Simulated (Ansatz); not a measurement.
# Be (P6_3/mmc, 2 atoms in the cell) under biaxial strain in the (0001) plane, that of a and b, part 2 of 2

Wanted: the shifts of the zone-centre modes of Be (P6_3/mmc, 2 atoms in the cell) with strain.

Ansatz 0.2.0; DFT PBEsol, scalar-relativistic, plane waves, PAW; PAW set soft_1.

So far. Step 3 (Tight relaxation): The forces vanish by symmetry and the pressure is 0.006 GPa, within the tolerances set. The cell now holds 7.83 Å³/atom.

## (4) Modes at rest

The force constants come from the linear response of the density to a displacement.

The modes at rest are the reference of the series.

Contents of input.yaml:

```yaml
crystal:
  lattice:
    - [2.2567879532, 0.0, 0.0]
    - [-1.1283939766, 1.9544356984, 0.0]
    - [0.0, 0.0, 3.5526536129]
  atoms:
    - { symbol: Be, position: [0.3333333333, 0.6666666667, 0.25] }
    - { symbol: Be, position: [0.6666666667, 0.3333333333, 0.75] }
kpoints:
  mp_grid: { grid: [24, 24, 12] }
hamiltonian:
  xc: pbesol
  pseudopotentials: { kind: paw, azcp: { folder: soft_1 }, xc_functional: pbe }
scf:
  occupations: { method: methfessel_paxton, width: 0.2 }
output:
  eigenvalues: true
phonons:
  method: dfpt
```

On the command line:

```
$ ansatz run input.yaml --threads 4 --pin off --max-ram 10240MiB --backend cpu --events-out ev --progress --plain --runs-dir out
```

Numbers of over 12 decimals in the logs are rounded to 6 here.

Output:

```text
zone centre: on kpoints.mp_grid the ground state, and the responses unless they are solved on pairs of k-points, stand on 1099 of the mesh's 6912 k-points, reduced under 4 symmetry operations, with k and −k counted as one. Each operation leaves every solved displacement unchanged or reverses it
[...]
Crystal: 2 atoms, lattice volume = 15.670 Å³
Basis set: ecut = 420 eV, 311 PW (Γ), exchange–correlation on 32×32×48 points (8 copies of the dense FFT grid, shifted against one another)
Bands: 6, of which v1, the nominal top of the filled ones, is band 2 counted from 1 (1 counted from 0)
Symmetry: 24 space group operations
k-points: 1099 of 6912 (irreducible under 4 space group operations, time reversal used)
[...]
SCF iter   1: F=—  HF=-180.716709 eV  |F-HF|=—  |Δ(HF+E_count)|=         —  Δρ=1.44e-2  dr2=2.36e-2  ethr=3.10e-3  ⟨swp⟩=4.5  Hψ=53736  notcnv=0
[...]
SCF iter   6: F=-180.698840 eV  HF=-180.698840 eV  |F-HF|=1.48e-12  |Δ(HF+E_count)|=   1.54e-9  S|Δr|=    0.00e0  Δρ=1.99e-7  dr2=4.97e-12  ethr=1.00e-12  ⟨swp⟩=4.0  Hψ=23140  notcnv=0
SCF 1 converged in 6 iterations: F = -180.698840 eV  dr2 = 4.97e-12
[...]
DFPT response loops at Γ: preconditioner auto → Kerker (q_TF=auto, 2.173 Å⁻¹) (partly filled bands, converged f_vac=0.000); β = 1.00, the filter's whole step (`scf.mixing.beta` (0.50) is not read by the response loops under this deck's `scf.mixing.preconditioner`; to damp them name `kerker` or `kerker_dos`, under which they read `scf.mixing.beta`, and type it under 1.00, their step now; both keys bind the ground state too); Broyden in place of MSR1
SCF converged after 6 iterations
[...]
Free energy (F): -180.698840 eV
[...]
Internal energy: -180.698354 eV  (E = F + TS)
E sigma→0 (E₀):  -180.698718 eV
Entropy (-TS):   -0.000486 eV (-0.243 meV/atom)
Fermi energy:    8.146482 eV
[...]
--- Band table (eV; the first three rows and the last of 1099) ---
[...]
--- Phonons (Γ-DFPT): 2 representative perturbations + reference, on 1099 of 6912 k-points (Σ response iterations 6) ---
  k mesh reduced under 4 symmetry operations, with k and −k counted as one. Each operation leaves every solved displacement unchanged or reverses it
  ASR residual: 7.067e-5 → 0.000e0 eV/Å²; symmetrization residual: 7.105e-15 eV/Å²
  ASR residual per site (eV/Å²): 7.07e-5 7.07e-5
  Γ frequencies (cm⁻¹): 0.00 0.00 0.00 465.95 465.95 701.81
  non-analytic LO–TO correction: not included (Born effective charges unavailable; polar crystals: no LO–TO splitting at Γ)
```

It took 6.3 s on 4 threads of Arm Neoverse V1, shared host; peak memory 0.59 GiB; 22 s of CPU time.

The column dr2 measures how far the density is from self-consistency, as an energy; F and HF (Harris–Foulkes) agree once it is small.

Numbers from this step:

```
sum-rule residual before enforcement                    : 7.07e-5 eV/Å²
point group                                             : 6/mmm
highest optical mode at the zone centre (no LO-TO term) : 701.8 cm⁻¹
lowest optical zone-centre mode                         : 465.9 cm⁻¹
```

Patterns of degenerate modes are one choice out of their space. Modes at Γ:

```
mode  frequency (cm⁻¹)  symmetry
   1               0.0  acoustic
   2               0.0  acoustic
   3               0.0  acoustic
   4             465.9       E2g
   5             465.9       E2g
   6             701.8       B1g
```

Displacements in mode 4 (465.9 cm⁻¹), the largest set to 1:
```
Be1  0.00 -1.00  0.00
Be2  0.00  1.00  0.00
```

Displacements in mode 6 (701.8 cm⁻¹), the largest set to 1:
```
Be1  0.00  0.00  1.00
Be2  0.00  0.00 -1.00
```

Before it was imposed, the acoustic sum rule was missed by 7.1e-5 eV/Å². Small misses are needed for a sound result but don't prove that mesh and cutoff are converged. The lowest optical mode is real, 466 cm⁻¹.

## (5) A member of the series: biaxial strain of +4 % in the (0001) plane, that of a and b

The cell takes a biaxial strain of +4 % in the (0001) plane, that of a and b. The strained lengths are held, while the rest of the cell and the atoms relax.

input.yaml, the sections that differ from step 4:

```yaml
crystal:
  lattice:
    - [2.3470594713, 0.0, 0.0]
    - [-1.1735297357, 2.0326131264, 0.0]
    - [0.0, 0.0, 3.542581525]
  atoms:
    - { symbol: Be, position: [0.3333333333, 0.6666666667, 0.25] }
    - { symbol: Be, position: [0.6666666667, 0.3333333333, 0.75] }
output:
  forces: true
  stress: true
  eigenvalues: true
relax:
  adjacent_minimum: "off"
  f_tol: 0.001
  max_steps: 60
  cell: { stress_tol: 0.01, fix: [a, b, gamma] }
# kpoints, hamiltonian, scf: as in step 4
# phonons: removed
```

Output:

```text
[...]
Crystal: 2 atoms, lattice volume = 16.900 Å³
Basis set: ecut = 420 eV, 311 PW (Γ), exchange–correlation on 32×32×48 points (8 copies of the dense FFT grid, shifted against one another)
Bands: 6, of which v1, the nominal top of the filled ones, is band 2 counted from 1 (1 counted from 0)
Symmetry: 24 space group operations
[...]
k-points: 427 of 6912
[...]
P = ⅓ Tr σ = -7.5021 GPa (-75.021 kbar)
--- Band table (eV; the first three rows and the last of 427) ---
[...]
--- Relaxed structure (3 steps of the walk, 3 accepted, 1 SCFs on fresh bases) ---
[...]
cell:  # Å, volume = 16.8769 Å³
    - [2.347059, 2.8867469325142745e-11, 0.0]
    - [-1.173530, 2.032613, 0.0]
    - [0.0, 0.0, 3.537632]
  atoms:
    - { symbol: Be, position: [0.333333, 0.666667, 0.25] }
    - { symbol: Be, position: [0.666667, 0.333333, 0.750000] }
[key lines of the parts left out:]
SCF converged after 4 iterations
Free energy (F): -180.650746 eV
Fermi energy:    7.363971 eV
```

Run time: 3.8 s. Hardware: 4 threads; peak memory 0.35 GiB; 14 s of CPU time.

The steps of the relaxation:

```
step  energy less that of the first step (eV)  largest force component (eV/Å)  pressure (GPa)  volume (Å³)
   1                                   0.0000                          0.0000           -7.66        16.90
   2                                   0.0000                          0.0000           -7.54        16.88
   3                                   0.0000                          0.0000           -7.50        16.88
  4*                                   0.0000                          0.0000           -7.50        16.88
```

Relaxation steps marked * repeat the geometry before them on a plane-wave basis chosen anew for their cell, so energy and pressure can jump there.

Forces are held to the 24 operations that the run works with; a distortion that breaks them can't arise in this run.

```
conventional cell, symmetrised  before  after  change
                         a (Å)   2.347  2.347  -0.0 %
                         b (Å)   2.347  2.347  -0.0 %
                         c (Å)   3.543  3.538  -0.1 %
              volume (Å³/atom)    8.45   8.44  -0.1 %
```

Final coordinates:

```xyz
2
Lattice="2.3471 0.0000 0.0000 -1.1735 2.0326 0.0000 0.0000 0.0000 3.5376" Properties=species:S:1:pos:R:3 pbc="T T T"
Be    0.0000    1.3551    0.8844
Be    1.1735    0.6775    2.6532
```

Numbers from this step:

* pressure: -7.502 GPa
* volume per atom: 8.438 Å³

The forces vanish by symmetry.

## (6) Zone-centre modes of the member: biaxial strain of +4 % in the (0001) plane, that of a and b

The zone-centre modes follow for biaxial strain of +4 % in the (0001) plane, that of a and b.

input.yaml, the sections that differ from step 5:

```yaml
crystal:
  lattice:
    - [2.3470594713, 0.0, 0.0]
    - [-1.1735297357, 2.0326131264, 0.0]
    - [0.0, 0.0, 3.5376324176]
  atoms:
    - { symbol: Be, position: [0.3333333333, 0.6666666667, 0.25] }
    - { symbol: Be, position: [0.6666666667, 0.3333333333, 0.75] }
output:
  eigenvalues: true
phonons:
  method: dfpt
# kpoints, hamiltonian, scf: as in step 5
# relax: removed
```

Output:

```text
[...]
Crystal: 2 atoms, lattice volume = 16.877 Å³
Basis set: ecut = 420 eV, 311 PW (Γ), exchange–correlation on 32×32×48 points (8 copies of the dense FFT grid, shifted against one another)
Bands: 6, of which v1, the nominal top of the filled ones, is band 2 counted from 1 (1 counted from 0)
Symmetry: 24 space group operations
k-points: 1099 of 6912 (irreducible under 4 space group operations, time reversal used)
[...]
SCF iter   1: F=—  HF=-180.668906 eV  |F-HF|=—  |Δ(HF+E_count)|=         —  Δρ=1.48e-2  dr2=2.92e-2  ethr=3.10e-3  ⟨swp⟩=4.6  Hψ=53724  notcnv=0
[...]
SCF iter   7: F=-180.650746 eV  HF=-180.650746 eV  |F-HF|=2.84e-14  |Δ(HF+E_count)|=  3.58e-12  S|Δr|=    0.00e0  Δρ=1.91e-8  dr2=5.20e-14  ethr=1.00e-12  ⟨swp⟩=4.1  Hψ=16607  notcnv=0
SCF 1 converged in 7 iterations: F = -180.650746 eV  dr2 = 5.20e-14
[...]
SCF converged after 7 iterations
[...]
Free energy (F): -180.650746 eV
[...]
Internal energy: -180.651249 eV  (E = F + TS)
E sigma→0 (E₀):  -180.650872 eV
Entropy (-TS):   0.000503 eV (0.251 meV/atom)
Fermi energy:    7.363971 eV
[...]
--- Band table (eV; the first three rows and the last of 1099) ---
[...]
ASR residual: 2.669e-5 → 0.000e0 eV/Å²; symmetrization residual: 8.777e-12 eV/Å²
  ASR residual per site (eV/Å²): 2.67e-5 2.67e-5
  Γ frequencies (cm⁻¹): 0.00 0.00 0.00 461.00 461.00 677.54
[...]
```

Run time: 6.2 s. Hardware: 4 threads; peak memory 0.6 GiB.

Numbers from this step:

```yaml
sum_rule_residual_before_enforcement: 2.67e-5 eV/Å²
highest_optical_mode_at_the_zone_centre_no_lo_to_term: 677.5 cm⁻¹
lowest_optical_zone_centre_mode: 461 cm⁻¹
```

Patterns of degenerate modes are one choice out of their space. Modes at Γ:

```
mode  frequency (cm⁻¹)  symmetry
   1               0.0  acoustic
   2               0.0  acoustic
   3               0.0  acoustic
   4             461.0       E2g
   5             461.0       E2g
   6             677.5       B1g
```

The lowest optical mode is real, 461 cm⁻¹, and the highest lies at 677.5 cm⁻¹.

Between step 4 and this run (strain 4 %) the value for the highest optical mode at the zone centre (no LO-TO term) moves from 702 cm⁻¹ to 678 cm⁻¹ (-3 %).

## (7) A member of the series: biaxial strain of -4 % in the (0001) plane, that of a and b

The cell takes a biaxial strain of -4 % in the (0001) plane, that of a and b. The strained lengths are held, while the rest of the cell and the atoms relax.

input.yaml, the sections that differ from step 6:

```yaml
crystal:
  lattice:
    - [2.166516435, 0.0, 0.0]
    - [-1.0832582175, 1.8762582705, 0.0]
    - [0.0, 0.0, 3.558429448]
  atoms:
    - { symbol: Be, position: [0.3333333333, 0.6666666667, 0.25] }
    - { symbol: Be, position: [0.6666666667, 0.3333333333, 0.75] }
output:
  forces: true
  stress: true
  eigenvalues: true
relax:
  adjacent_minimum: "off"
  f_tol: 0.001
  max_steps: 60
  cell: { stress_tol: 0.01, fix: [a, b, gamma] }
# kpoints, hamiltonian, scf: as in step 6
# phonons: removed
```

Output:

```text
[...]
Crystal: 2 atoms, lattice volume = 14.465 Å³
Basis set: ecut = 420 eV, 287 PW (Γ), exchange–correlation on 30×30×48 points (8 copies of the dense FFT grid, shifted against one another)
Bands: 6, of which v1, the nominal top of the filled ones, is band 2 counted from 1 (1 counted from 0)
Symmetry: 24 space group operations
[...]
k-points: 427 of 6912
[...]
P = ⅓ Tr σ = 10.9760 GPa (109.760 kbar)
--- Band table (eV; the first three rows and the last of 427) ---
[...]
--- Relaxed structure (3 steps of the walk, 3 accepted, 1 SCFs on fresh bases) ---
[...]
cell:  # Å, volume = 14.4714 Å³
    - [2.166516, 0, 0.0]
    - [-1.083258, 1.876258, 0]
    - [0.0, 0, 3.560055]
  atoms:
    - { symbol: Be, position: [0.333333, 0.666667, 0.25] }
    - { symbol: Be, position: [0.666667, 0.333333, 0.75] }
[key lines of the parts left out:]
SCF converged after 4 iterations
Free energy (F): -180.639719 eV
Fermi energy:    9.058771 eV
```

Wall time 3.6 s (4 threads); peak memory 0.34 GiB.

Little changed from the start: no atom moved by 0.005 Å and no cell edge by 0.1 %.

Numbers from this step:

```yaml
pressure: 10.98 GPa
volume_per_atom: 7.236 Å³
```

The forces vanish by symmetry.

## (8) Modes of this member: biaxial strain of -4 % in the (0001) plane, that of a and b

The zone-centre modes follow for biaxial strain of -4 % in the (0001) plane, that of a and b.

input.yaml, the sections that differ from step 7:

```yaml
crystal:
  lattice:
    - [2.166516435, 0.0, 0.0]
    - [-1.0832582175, 1.8762582705, 0.0]
    - [0.0, 0.0, 3.5600547388]
  atoms:
    - { symbol: Be, position: [0.3333333333, 0.6666666667, 0.25] }
    - { symbol: Be, position: [0.6666666667, 0.3333333333, 0.75] }
output:
  eigenvalues: true
phonons:
  method: dfpt
# kpoints, hamiltonian, scf: as in step 7
# relax: removed
```

Output:

```text
[...]
Crystal: 2 atoms, lattice volume = 14.471 Å³
Basis set: ecut = 420 eV, 287 PW (Γ), exchange–correlation on 30×30×48 points (8 copies of the dense FFT grid, shifted against one another)
Bands: 6, of which v1, the nominal top of the filled ones, is band 2 counted from 1 (1 counted from 0)
Symmetry: 24 space group operations
k-points: 1099 of 6912 (irreducible under 4 space group operations, time reversal used)
[...]
Free energy (F): -180.639719 eV
[...]
Internal energy: -180.639169 eV  (E = F + TS)
E sigma→0 (E₀):  -180.639582 eV
Entropy (-TS):   -0.000550 eV (-0.275 meV/atom)
Fermi energy:    9.058771 eV
[...]
--- Band table (eV; the first three rows and the last of 1099) ---
[...]
ASR residual: 8.863e-5 → 0.000e0 eV/Å²; symmetrization residual: 8.882e-15 eV/Å²
  ASR residual per site (eV/Å²): 8.86e-5 8.86e-5
  Γ frequencies (cm⁻¹): 0.00 0.00 0.00 475.18 475.18 728.32
[...]
[key lines of the parts left out:]
SCF converged after 6 iterations
```

Elapsed: 6.1 s, on 4 threads; peak memory 0.56 GiB.

This step gave:

```yaml
sum_rule_residual_before_enforcement: 8.86e-5 eV/Å²
highest_optical_mode_at_the_zone_centre_no_lo_to_term: 728.3 cm⁻¹
lowest_optical_zone_centre_mode: 475.2 cm⁻¹
```

Patterns of degenerate modes are one choice out of their space. Modes at Γ:

```
mode  frequency (cm⁻¹)  symmetry
   1               0.0  acoustic
   2               0.0  acoustic
   3               0.0  acoustic
   4             475.2       E2g
   5             475.2       E2g
   6             728.3       B1g
```

The lowest optical mode is real, 475 cm⁻¹, and the highest lies at 728.3 cm⁻¹.

Between step 4 and this run (strain -4 %) the value for the highest optical mode at the zone centre (no LO-TO term) moves from 702 cm⁻¹ to 728 cm⁻¹ (+4 %).

## (9) All members side by side

The members are set side by side, also those not shown above.

Stress is positive in compression; energies are extrapolated to zero smearing, and E0 is that at rest; the edges not held and the atoms are relaxed in each cell; all runs use 24×24×12 k points and Methfessel-Paxton smearing of 0.2 eV. State of the crystal along the series:

```
strain (%)  in-plane stress (GPa)  free strain along c (%)  E - E0 (meV/atom)
        -4                  16.46                   0.2083              29.57
        -3                  11.79                   0.1626              16.25
        -2                  7.521                   0.1102              7.063
        -1                  3.592                  0.06015              1.731
         0               0.005964                        0                  0
         1                 -3.244                 -0.07668              1.588
         2                 -6.197                  -0.1683              6.253
         3                 -8.859                  -0.2835              13.78
         4                 -11.25                  -0.4228              23.92
```

Optical modes are counted from below at rest and tracked from member to member by their patterns, and modes that stay within 0.3 cm⁻¹ of each other stand once; labels, where given, are those at rest; the edges not held and the atoms are relaxed in each cell; all runs use 24×24×12 k points and Methfessel-Paxton smearing of 0.2 eV. Optical modes along the series:

```
strain (%)  optical mode 1 E2g (cm⁻¹)  optical mode 2 B1g (cm⁻¹)
        -4                      475.2                      728.3
        -3                      472.1                      721.3
        -2                      469.7                      714.6
        -1                      467.6                      708.1
         0                      465.9                      701.8
         1                      464.6                      695.5
         2                      463.1                      689.3
         3                      461.9                      683.3
         4                        461                      677.5
```

Value and slope at zero strain of a cubic (a lower polynomial where under five rows exist) through the rows within 2 % of rest. Slopes at rest:

```
              mode  frequency (cm⁻¹)  shift per percent of strain (cm⁻¹)  shift per GPa of compressive stress (cm⁻¹)
optical mode 1 E2g               466                               -1.52                                        0.44
optical mode 2 B1g             701.8                               -6.31                                        1.85
```

## (10) What came out

```
members                                                          : 9
highest optical mode at the zone centre (no LO-TO term), at rest : 701.8 cm⁻¹
biaxial modulus in the (0001) plane, that of a and b             : 341 GPa
optical mode 1 E2g, shift per percent                            : -1.52 cm⁻¹
optical mode 2 B1g, shift per percent                            : -6.31 cm⁻¹
```

In words: The stress changes by 3.41 GPa for each percent, a biaxial modulus of 341 GPa in the (0001) plane, that of a and b. For each percent the free edge responds with -0.07 %. The fastest shift in the table of slopes is -6.3 cm⁻¹ for each percent (optical mode 2 B1g), or 1.9 cm⁻¹ for each GPa of compressive stress. For small strain, the measured shift of a line that Raman or infrared light can see, divided by its slope, estimates the stress, if the state of stress is of this kind. These are harmonic frequencies at zero temperature: anharmonic shifts, linewidths and thermal expansion are left out. With no gap, or one that is small against the smearing, the frequencies hang on the k mesh and the smearing, most of all near Kohn anomalies. The PAW files were made for PBE; the program adapts parts of them to the functional of the run, but their partial waves stay those of PBE, an approximation that was not tested in this session. Only the zone centre was solved, so an instability at another wavevector cannot show here.

[Logs are printed without paths, hosts, clocks, repeated set-up lines and the standing remarks that a program may print on its own settings, such as how far it seeks lower states.]

[Hosts, paths, dates, database ids (printed as entryN), source tags and the programs' standing remarks are cut or masked in the printed files.]
